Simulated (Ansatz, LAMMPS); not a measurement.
# Amorphous poly(propylene oxide) (as short chains C35O12H72) at 300 K (238 atoms): a single point

Wanted: forces, charges and levels of amorphous poly(propylene oxide) (as short chains C35O12H72) at 300 K (238 atoms).

Main program and level: Ansatz 0.2.0; Kohn-Sham DFT, LDA, PAW (set soft_2), plane waves.

## 1. The starting structure

The cell holds 238 atoms: 70 C, 24 O and 144 H. Its edges and angles: a = 13.152 Å, b = 13.152 Å, c = 13.152 Å, α = 90.0°, β = 90.0°, γ = 90.0°. 2 poly(propylene oxide) chains of 11 units with methyl end groups placed at random, at 1 g/cm³; overlaps pushed apart, then 20 ps at 800 K with MMFF94 bonds, angles, torsions, charges and radii (Halgren, J. Comput. Chem. 17, 490 (1996)) in harmonic and 12-6 forms. Snapshot after 30 ps at 300 K and fixed volume.

Before any run, some limits are plain. The network of contacts between molecules at the start is that of the classical potential that made the cell, and needn't be the one that DFT or experiment would give. The functional has no dispersion term, which matters for the binding between molecules or layers, where LDA binds through overlap of densities alone. The density was typed from a rule of thumb and may lie off the real one at this temperature. The Brillouin zone is sampled at Γ only, in a cell whose shortest periodic width is 13 Å.

## 2. The classical run that made the cell

A classical potential makes the cell, at a small fraction of what the same run would cost in DFT.

This step: classical MD, MMFF94 bonds, angles, torsions, charges and radii (Halgren, J. Comput. Chem. 17, 490 (1996)) in harmonic and 12-6 forms; charges of ions scaled by 0.8 (LAMMPS 22 Jul 2025 - Update 4).

Contents of in.lmp:

```
# amorphous poly(propylene oxide)
units real
atom_style full
boundary p p p
bond_style harmonic
angle_style harmonic
dihedral_style opls
improper_style harmonic
special_bonds lj 0 0 0.5 coul 0 0 0.75
read_data data.lmp
neigh_modify delay 0 every 1 check yes one 4000
comm_modify cutoff 12.0
timestep 0.5
thermo_style custom step time temp pe press density
thermo_modify norm yes
# push overlapping molecules apart
pair_style soft 2.6
pair_coeff * * 0.0
variable a equal ramp(1,60)
fix ad all adapt 1 pair soft a * * v_a
velocity all create 800 865062 mom yes dist gaussian
fix lim all nve/limit 0.03
fix lan all langevin 800 800 50 865063 zero yes
thermo 1000
run 3000 post no
unfix ad
pair_style lj/cut/coul/long 9.0
pair_modify mix arithmetic tail yes
pair_coeff 1 1 0.0678 3.3680   # C
pair_coeff 2 2 0.0763 3.0430   # O
pair_coeff 3 3 0.0216 2.5400   # H
kspace_style pppm 1.0e-4
thermo 100
minimize 1e-5 1e-3 300 3000
# [... 15 lines left out ...]
compute msd all msd com yes
thermo 7500
fix md all nvt temp 300 300 100
run 30000 post no
print "== T300: mean square displacement over the hold $(c_msd[4]:%.2f) A^2"
unfix md
uncompute msd
write_dump all custom T300.dump id type xs ys zs modify sort id
```

The run is started by

```
> lmp -in in.lmp -log none -nocite
```

Output:

```text
LAMMPS (22 Jul 2025 - Update 4)
Reading data file ...
  orthogonal box = (0 0 0) to (13.15162 13.15162 13.15162)
  238 atoms
  orthogonal box = (0 0 0) to (13.15162 13.15162 13.15162)
  236 bonds
  444 angles
  540 dihedrals
   Step          Time           Temp          PotEng         Press         Density
         0   0              800            1.2394028     -2855.1753      0.99999893
      1000   500            657.98381      3.4477124      40450.441      0.99999893
      2000   1000           621.94243      3.6440413      63817.132      0.99999893
      3000   1500           563.34473      3.6918082      58998.659      0.99999893
[... 30 lines left out ...]
   Step          Time           Temp          PotEng         Press         Density
[... 4 lines left out ...]
Loop time of 17.7383 s on 1 MPI rank(s) for 20000 steps with 238 atoms
   Step          Time           Temp          PotEng         Press         Density
[... 2 lines left out ...]
     52500   51500          294.50836      2.4259968     -48.186027      0.99999893
     60000   59000          291.48783      2.4804784     -1733.742       0.99999893
     67500   66500          310.09736      2.4692586     -834.57783      0.99999893
     72000   71000          291.71041      2.4353916      5463.4664      0.99999893
Loop time of 25.8006 s on 1 MPI rank(s) for 30000 steps with 238 atoms
== T300: mean square displacement over the hold 2.75 A^2
```

It took 65 s on 1 thread of Arm Neoverse V2, shared host; peak memory 0.13 GiB.

The input also reads data.lmp (atoms, bonds and types; not printed here).

## 3. Plane-wave single point

The electrons are solved once, with the atoms held.

Contents of input.yaml:

```yaml
crystal:
  lattice:
    - [13.15162, 0.0, 0.0]
    - [0.0, 13.15162, 0.0]
    - [0.0, 0.0, 13.15162]
  atoms:
    - { symbol: C, position: [0.62157, 0.9022, 0.15631] }
    - { symbol: O, position: [0.66088, 0.80306, 0.17122] }
    - { symbol: C, position: [0.71021, 0.7667, 0.0824] }
    - { symbol: C, position: [0.78129, 0.67177, 0.10068] }
    - { symbol: C, position: [0.87498, 0.7101, 0.1643] }
    - { symbol: O, position: [0.82166, 0.63139, 0.00381] }
    - { symbol: C, position: [0.87628, 0.53592, 0.02475] }
    - { symbol: C, position: [0.87689, 0.48383, 0.92222] }
    - { symbol: C, position: [0.9338, 0.54819, 0.84637] }
    - { symbol: O, position: [0.93113, 0.38548, 0.92231] }
    - { symbol: C, position: [0.87208, 0.30913, 0.9636] }
    - { symbol: C, position: [0.93305, 0.21433, 0.96213] }
    - { symbol: C, position: [0.02131, 0.22236, 0.03618] }
    - { symbol: O, position: [0.86294, 0.12932, 0.9914] }
    - { symbol: C, position: [0.90024, 0.03195, 0.96175] }
    - { symbol: C, position: [0.85005, 0.98608, 0.87229] }
    - { symbol: C, position: [0.73453, 0.01588, 0.86314] }
    - { symbol: O, position: [0.86555, 0.88062, 0.87082] }
    - { symbol: C, position: [0.97078, 0.85097, 0.85099] }
    - { symbol: C, position: [0.01186, 0.87253, 0.74339] }
    - { symbol: C, position: [0.10871, 0.81117, 0.72502] }
    - { symbol: O, position: [0.02577, 0.97645, 0.73406] }
    - { symbol: C, position: [0.05353, 0.00622, 0.63131] }
    - { symbol: C, position: [0.08758, 0.11676, 0.63475] }
    - { symbol: C, position: [0.15941, 0.13409, 0.72163] }
    - { symbol: O, position: [0.99732, 0.17689, 0.64112] }
    - { symbol: C, position: [0.0197, 0.28532, 0.63218] }
    - { symbol: C, position: [0.92574, 0.34569, 0.61054] }
    - { symbol: C, position: [0.83265, 0.31905, 0.67854] }
    - { symbol: O, position: [0.89572, 0.34177, 0.50422] }
    - { symbol: C, position: [0.81786, 0.41078, 0.47614] }
    - { symbol: C, position: [0.78878, 0.38731, 0.3632] }
    [... 200 atom lines left out ...]
    - { symbol: H, position: [0.40605, 0.18302, 0.36939] }
    - { symbol: H, position: [0.47398, 0.14513, 0.47919] }
    - { symbol: H, position: [0.37278, 0.22364, 0.49591] }
    - { symbol: H, position: [0.35368, 0.98769, 0.6923] }
    - { symbol: H, position: [0.41856, 0.95892, 0.57368] }
    - { symbol: H, position: [0.44169, 0.07002, 0.6303] }
kpoints:
  mp_grid: { grid: [1, 1, 1] }
hamiltonian:
  xc: lda
scf:
  occupations: { method: fermi_dirac, width: 0.025 }
output:
  forces: true
  stress: true
  populations: intrinsic
  dos:
    method: { smearing: { sigma: 0.15 } }
    de: 0.1
    projected: { site_lists: { C: [C], H: [H], O: [O] } }
  eigenvalues: true
  write_density: true
  write_potential: true
  volumetric_format: npy
```

The run is started by

```
> ansatz run input.yaml --threads 8 --pin off --max-ram 15872MiB --backend cpu --events-out ev --progress --plain --runs-dir out
```

Output:

```text
Engine: ansatz 0.2.0, aarch64-unknown-linux-gnu
Pseudopotentials: kind: paw
Pseudopotential: C, paw, valence charge 4, recommended cutoff 420 eV (normal), C.paw.azcp
Pseudopotential: O, paw, valence charge 6, recommended cutoff 420 eV (normal), O.paw.azcp
Pseudopotential: H, paw, valence charge 1, recommended cutoff 420 eV (normal), H.paw.azcp
[... 3 lines on functional and potentials left out ...]
Crystal: 238 atoms, lattice volume = 2274.771 Å³
Basis set: ecut = 420 eV, 44299 PW (Γ)
Bands: 522, of which v1, the nominal top of the filled ones, is band 284 counted from 1 (283 counted from 0)
Symmetry: 1 space group operations
Space group: P1 (ITA 1), of the structure as read, at distance tolerance 1.3e-4 Å
k-points: 1
[... 9 lines on functional and potentials left out ...]
Initial density: superposition of atomic densities (neutral atoms: chi_scale 0, normalization atom), corrected by the library's trained network
Initial wavefunctions: pseudopotential atomic-orbital guess
Functional: x = slater, c = lda
SCF iter   1: F=—  HF=-32572.808872 eV  |F-HF|=—  |Δ(HF+E_count)|=         —  Δρ=9.83e-3  dr2=1.61e0  ethr=1.77e-3  ⟨swp⟩=6.0  Hψ=2390  notcnv=0  defer=50
preconditioner: auto → Resta (q_TF=auto, 2.165 Å⁻¹)  ε∞=2.4  [insulator: Δε(μ)=4.310 eV  Ē_g=15.919 eV  σ=0.025 eV  W_gap=1.00  n_scr=388 (ndim 8)  ℏωp=18.6 eV  f_vac=0.243  D(μ)=0.00/eV (n_scr^D=0)  ε∞_Penn≈2.4]
SCF iter   2: F=—  HF=-32572.366425 eV  |F-HF|=—  |Δ(HF+E_count)|=   4.42e-1  Δρ=4.21e-3  dr2=3.28e-1  ethr=2.84e-4  ⟨swp⟩=3.0  Hψ=883  notcnv=0  defer=229
[...]
E_paw        = -10040.677491  (= ΣΔE_a)
  E_vpaw       = -1519.055767  (= ΣTr[D̂ρ^β])
  E_aug_tail   = -0.131817  (compensation charges beyond the density's cutoff)
  E_ewald      = -4363.818099
  E_core_change = 6.724391  (= ΣΔE_core)
  E_smearing   = -0.000000  (= −TS)
  E_closure    = -0.000000  (closes the sum)
  Σ components = -32572.289451   (vs F -32572.289451, Δ=0.00e0)
--- Forces (eV/Å), atoms counted from 1 ---
  atom   1  C     -1.35601803    -1.62162323     1.45243026
  atom   2  O     -0.38559073    -1.03077378    -0.42573769
  atom   3  C      0.92334494    -0.63656427     0.24417565
  atom   4  C      1.27401890     1.51343760    -0.02665733
  atom   5  C     -1.08081363    -0.01771788    -1.91206548
  atom   6  O     -0.70213265    -0.83043008     2.30214707
  atom   7  C     -1.83910233     0.84432440    -1.66594260
  atom   8  C      0.37460578    -0.51719410    -0.87835543
[...]
atom  13  C      0.13048116    -0.45743175     0.37720334
  atom  14  O      1.21200764     0.71182281    -0.41256916
[...]
atom 237  H      0.58234164    -2.05303137    -1.10200427
  atom 238  H      0.55493111     0.52599699     0.48206588
  max |Σ_I F_I| component: 8.62e-5 eV/Å
--- Stress (GPa, compression-positive) ---
       -0.348619       0.641559       0.217878
        0.641559      -0.072066       0.264341
        0.217878       0.264341      -0.075999
  P = ⅓ Tr σ = -0.1656 GPa (-1.656 kbar)
--- Band table (eV) ---
  k-point 0: bands = ["-21.6197", "-21.5089", "-21.4585", "-21.4275", [... 506 levels ...], "11.1650", "11.2322", "11.2613", "11.2773", "11.2847", "11.3089", "11.3461", "11.3557", "11.3840", "11.4271", "11.4395", "11.4683"]
--- intrinsic populations: 238 sites ---
  site symbol       q [e]
     0      C      4.3178
     1      O      6.3855
     2      C      4.1308
[...]
237      H      0.8233
  spilling = -0.000000 (of n_electrons = 568.000000)
[key lines of the parts left out:]
SCF converged after 11 iterations
Free energy (F): -32572.289451 eV
Fermi energy:    1.471823 eV
```

Run time: 30 s. Hardware: 8 threads of Arm Neoverse V2, shared host; peak memory 3 GiB; 3.7 min of CPU time.

In the SCF lines HF is the Harris–Foulkes energy and dr2 the Hartree energy of the density residual, in eV; the loop may stop once dr2 is under the threshold and the program's other checks hold. Hψ counts applications of the Hamiltonian.

Numbers from this run:

```
free energy                                      : -32572.2895 eV
free energy per atom                             : -136.8584 eV/atom
SCF cycles                                       : 11
pressure                                         : -0.1656 GPa
r.m.s. force component                           : 0.9606 eV/Å
longest force                                    : 4.696 eV/Å
Fermi energy                                     : 1.472 eV
gap (highest filled to lowest empty level) : 4.147 eV
```

Length of the force by element:

```tsv
element	coordination	atoms	mean length of the force (eV/Å)	spread	least	most
C	all	70	2.07	0.981	0.472	4.70
H	all	144	1.03	0.655	0.118	3.07
O	all	24	1.65	0.697	0.632	3.54
```

Intrinsic-atomic-orbital charges by element:

```tsv
element	coordination	atoms	mean charge (e)	spread	least	most
C	all	70	-0.221	0.250	-0.596	0.0739
H	all	144	0.173	0.0168	0.138	0.213
O	all	24	-0.397	0.0111	-0.417	-0.38
```

States in the cell by windows of 1 eV, zero at the Fermi level; the larger projections on atomic orbitals stand beside the total:

```tsv
from (eV)	to (eV)	total	C p	H s	O p	C s
-14	-13	37.8	6.9	10.1	3.1	15.8
-13	-12	9.7	1.9	2.7	0.6	3.8
-12	-11	26.7	8.1	6.3	4.4	6.4
-11	-10	17.6	6.1	4.3	2.4	3.5
-10	-9	34.4	19.2	5.8	7.4	1.2
-9	-8	48.5	27.4	8.5	10.2	1.3
-8	-7	48.4	27.6	9.8	9.0	1.0
-7	-6	59.8	34.8	16.2	6.8	0.7
-6	-5	74.6	41.2	21.4	10.0	0.5
-5	-4	52.9	22.2	12.3	15.8	0.5
-4	-3	21.1	6.3	3.5	10.3	0.3
-3	-2	39.1	5.7	5.5	26.8	0.4
-2	-1	0.9	0.1	0.1	0.6	0.0
-1	1	0.0	0.0	0.0	0.0	0.0
1	2	0.6	0.1	0.2	0.0	0.1
2	3	20.0	3.0	7.1	0.4	2.8
3	4	44.4	10.1	12.6	1.4	4.3
4	5	57.0	13.0	14.8	2.2	4.3
```

Between -24 and -14 eV lie 96 more states.

The levels nearest the highest filled one (over half full), pooled over k-points and spins:

```tsv
level less the highest filled one (eV)	occupation
-0.281	2
-0.160	2
-0.137	2
-0.0702	2
-0.0434	2
0	2
4.15	0
4.44	0
4.46	0
4.55	0
4.63	0
4.76	0
```

Valence density in the ac plane at fractional y = 0.068, with atoms of O and C and H within 0.2 Å of it. It is the smooth field of the valence electrons, not physical close to the nuclei.

Ten steps, logarithmic in the rise over the least value, from '0' (0.0 e/Å³) to '9' (6.3 e/Å³), each cell a mean:
```
42100111222457763100000000111123567655
42100011122444431100000011344323455555
11000000113453210000000012466543333322
00000111112332100000000012456533333211
11111223221111000000000001233322233211
22222346642110100000000001111111122111
22233455532111111110000000000000000011
24555433221122344421000010000000000011
35676431123454556642111222111111000012
34555321247987555431113554322221100012
22223211247997432211023665433443210011
00111111135776432111112443335665321000
00000123445677643211101122346777642100
00001256666666542110001125787666663100
00001246776543221100000136998543432100
00000123576431100000000124676432110000
00000112355320000000001112355542100000
00000000122100000000012333345763200000
00000000000000000100123543234553100000
00000000000000011111112332111111000000
00000000000011111110001111000000000000
00000000001123321100000000000000111000
11110000011358863100000000000012333211
21101011112479984201000000000113566432
```
Columns run along a (13.2 Å), rows up along c (13.2 Å). Atoms in or near the plane, at fractional coordinates: O at (0.71, 0.39), C at (0.78, 0.46), H at (0.21, 0.75), H at (0.78, 0.24), H at (0.86, 0.43), H at (0.62, 0.56), O at (0.36, 0.01), C at (0.33, 0.46), O at (0.30, 0.56), H at (0.25, 0.32), H at (0.44, 0.63).

Electrostatic potential energy in the ac plane at fractional y = 0.068, with atoms of O and C and H within 0.2 Å of it. With pseudopotentials it is smooth inside the atoms' cores, unlike the true potential.

Ten even steps from '0' (-31 eV) to '9' (6 eV), each cell a mean:
```
79999999998862279999999999999999710066
69999999998877899999999999988999864575
99999999998668999999999999832789888999
99999999998779999999999999855789889999
99999999899999999999999999998999978999
99999883079999999999999999999999999999
99988875589999999999999999999999999999
98656888999999888789999999999999999999
87423789999877552179999999999999999999
98767899994114666689999658899999999999
99999999992002889999998227898889999999
99999999997302789999999888987325899999
99999988877100189999999999883000579999
99999953313411589999999998422214118999
99999975100688899999999996000788879999
99999998612799999999999998534789999999
99999999833899999999999999864589999999
99999999999999999999999889976128999999
99999999999999999999997369998448999999
99999999999999999999998789999999999999
99999999999999999999999999999999999999
99999999999999999999999999999999999999
99999999999973369999999999999999999999
99999999999820019999999999999999755689
```
Columns run along a (13.2 Å; values clipped at the 3rd and 97th percentile), rows up along c (13.2 Å). Atoms in or near the plane, at fractional coordinates: O at (0.71, 0.39), C at (0.78, 0.46), H at (0.21, 0.75), H at (0.78, 0.24), H at (0.86, 0.43), H at (0.62, 0.56), O at (0.36, 0.01), C at (0.33, 0.46), O at (0.30, 0.56), H at (0.25, 0.32), H at (0.44, 0.63).

Mean intrinsic-atomic-orbital charges: C -0.22, H +0.17, O -0.40 e. The largest share in the top eV of filled states is O p (70 % of the projected weight), and in the lowest eV of empty states H s (51 % of the projected weight).

## 4. Local order

Bonds and neighbours are counted at the geometry of the runs.

Density 1 g/cm³, 9.558 Å³ an atom.

g(r), total and by pair (bins of 0.2 Å):

```tsv
r (Å)	total	H-H	H-C	H-O	C-C	C-O	O-O
1.00	2.44	0.00	6.85	0.00	0.00	0.00	0.00
1.20	1.44	0.00	4.03	0.00	0.00	0.00	0.00
1.40	0.89	0.00	0.00	0.00	1.70	12.62	0.00
1.60	0.63	0.48	0.00	0.00	5.30	0.00	0.00
1.80	0.83	2.27	0.00	0.00	0.00	0.00	0.00
2.00	0.71	0.20	0.55	3.65	0.00	0.00	0.00
2.20	1.40	0.97	2.45	1.20	0.07	0.31	0.00
2.40	1.26	1.27	0.35	1.23	2.31	5.37	0.00
2.60	1.17	1.33	0.97	2.04	0.52	0.73	0.00
2.80	0.95	0.88	1.04	1.69	0.09	0.55	0.79
3.00	0.77	0.94	0.68	0.56	0.63	0.43	3.58
3.20	0.68	0.81	0.74	0.58	0.29	0.36	0.62
3.40	0.85	0.71	1.05	1.24	0.35	0.56	0.00
3.60	0.85	1.07	0.80	0.59	0.76	0.37	1.44
3.80	0.91	0.95	1.02	0.78	0.96	0.26	0.67
4.00	0.97	0.94	1.15	1.01	0.76	0.43	0.00
4.20	0.96	1.10	0.85	0.74	1.17	0.95	0.72
4.40	1.12	1.15	1.15	0.96	1.27	0.89	1.29
4.60	1.04	1.09	1.00	1.02	1.04	0.96	1.17
4.80	1.01	0.94	1.06	1.04	1.16	0.93	0.67
5.00	1.10	1.08	1.12	0.99	1.29	1.23	0.26
5.20	1.00	0.91	1.01	1.06	1.00	1.29	0.92
5.40	0.99	0.93	1.00	0.96	1.31	0.95	0.54
5.60	1.02	1.00	0.96	1.19	0.90	1.27	1.61
5.80	1.04	1.06	1.08	0.89	1.08	1.01	0.75
6.00	1.02	1.01	0.99	1.07	1.02	1.18	0.87
6.20	1.00	1.06	0.92	1.02	1.12	0.95	0.74
6.40	1.04	0.97	1.10	1.10	0.94	0.95	1.54
```

Bonds by pair of elements; cutoffs follow the first minimum of g(r), held within bounds set by covalent radii, and pairs that aren't listed don't count as bonded:

```tsv
pair A-B	cutoff (Å)	bonds	mean length (Å)	spread (Å)	shortest (Å)	B about A	A about B
H-C	1.34	144	1.09	0.028	1.03	1	2.06
C-C	1.85	44	1.53	0.03	1.47	1.26	1.26
C-O	1.73	48	1.43	0.032	1.35	0.686	2
```

How many atoms have how many bonded neighbours:

```tsv
element	mean	1	2	4
C	4	0	0	70
H	1	144	0	0
O	2	0	24	0
```

Bond angles, per cent of each kind in bins of 5°:

```tsv
angle (°)	C-C-H	H-C-H	H-C-O	C-C-O	C-O-C
90–95	0.0	1.0	0.0	0.0	0.0
95–100	0.6	5.0	0.0	0.0	0.0
100–105	13.0	18.0	7.7	12.1	0.0
105–110	29.2	44.0	50.0	45.5	20.8
110–115	43.5	24.0	37.2	36.4	66.7
115–120	13.0	7.0	5.1	6.1	12.5
120–125	0.6	1.0	0.0	0.0	0.0
```

Bond angles (no mean is given where the spread exceeds 20°):

```tsv
angle	count	mean (°)	spread (°)
C-C-H	154	110	4.3
H-C-H	100	108	5
H-C-O	78	109	3.2
C-C-O	66	109	3.6
C-O-C	24	112	2.2
```

With the cutoffs above, all C atoms have 4, all H atoms have 1 and all O atoms have 2 bonded neighbours. The C-C-H angle averages 110° with a spread of 4°.

Local excerpt of 10 atoms (numbers count through the whole input) about O121, one of the 24 O atoms; x, y, z are measured from there.

```tsv
atom	x	y	z	distance (Å)	bonds	intrinsic-atomic-orbital charge (e)	Fx	Fy	Fz (eV/Å)
O121	0.00	0.00	0.00	0.00	2	-0.39	0.98	-0.35	-3.39
C120	-0.72	-0.17	1.13	1.35	4	-0.30	-1.44	-0.61	-0.45
C122	-0.76	-0.41	-1.20	1.48	4	-0.16	3.92	-0.38	0.34
H167	-1.68	0.33	0.88	1.92	1	0.15	-0.48	0.01	1.14
H169	-0.17	0.24	1.96	1.98	1	0.18	0.11	0.51	0.63
H168	-0.89	-1.25	1.32	2.03	1	0.14	-0.23	0.04	0.21
H171	-1.59	0.24	-1.32	2.08	1	0.18	-1.47	0.96	-0.18
H170	-1.03	-1.45	-1.10	2.09	1	0.18	-0.57	-0.64	0.30
H201	1.50	-1.08	1.64	2.47	1	0.16	0.41	0.04	-0.51
C123	0.17	-0.38	-2.45	2.49	4	0.07	-0.42	0.22	0.01
```

The column of bonds counts only the pairs H-C within 1.34 Å, C-C within 1.85 Å, C-O within 1.73 Å; other neighbours, such as metal atoms beside each other in a compound, aren't counted, and periodic images can show an atom twice.

## 5. Summary of results

```yaml
free_energy_per_atom: -136.8584 eV/atom
pressure: -0.1656 GPa
r_m_s_force_component: 0.9606 eV/Å
spacing_of_highest_filled_and_lowest_empty_level: 4.147 eV
wall_time_of_the_1_dft_run: 30 s
```

In words: The highest filled and lowest empty levels differ by 4.15 eV (at Γ alone); a local or semilocal functional tends to put such gaps too low. In a disordered cell it changes from sample to sample, and tail or defect levels can set it. With the cutoffs above, all C atoms have 4, all H atoms have 1 and all O atoms have 2 bonded neighbours.

**Limits.** The force components of 0.96 eV/Å r.m.s. come partly from thermal motion and partly from the difference between the classical potential and DFT, above all in bond lengths inside molecules. The pressure of a single frame lacks the kinetic term.

[Logs are printed without paths, hosts, clocks, repeated set-up lines and the standing remarks that a program may print on its own settings, such as how far it seeks lower states.]

[Hosts, paths, dates, database ids (printed as entryN), source tags and the programs' standing remarks are cut or masked in the printed files.]

[The MMFF94 radii named for the starting cell were scaled by 0.96; in molecules described by MMFF94, hydrogen bound to N, O or S took a small fixed 12-6 site in their place.]
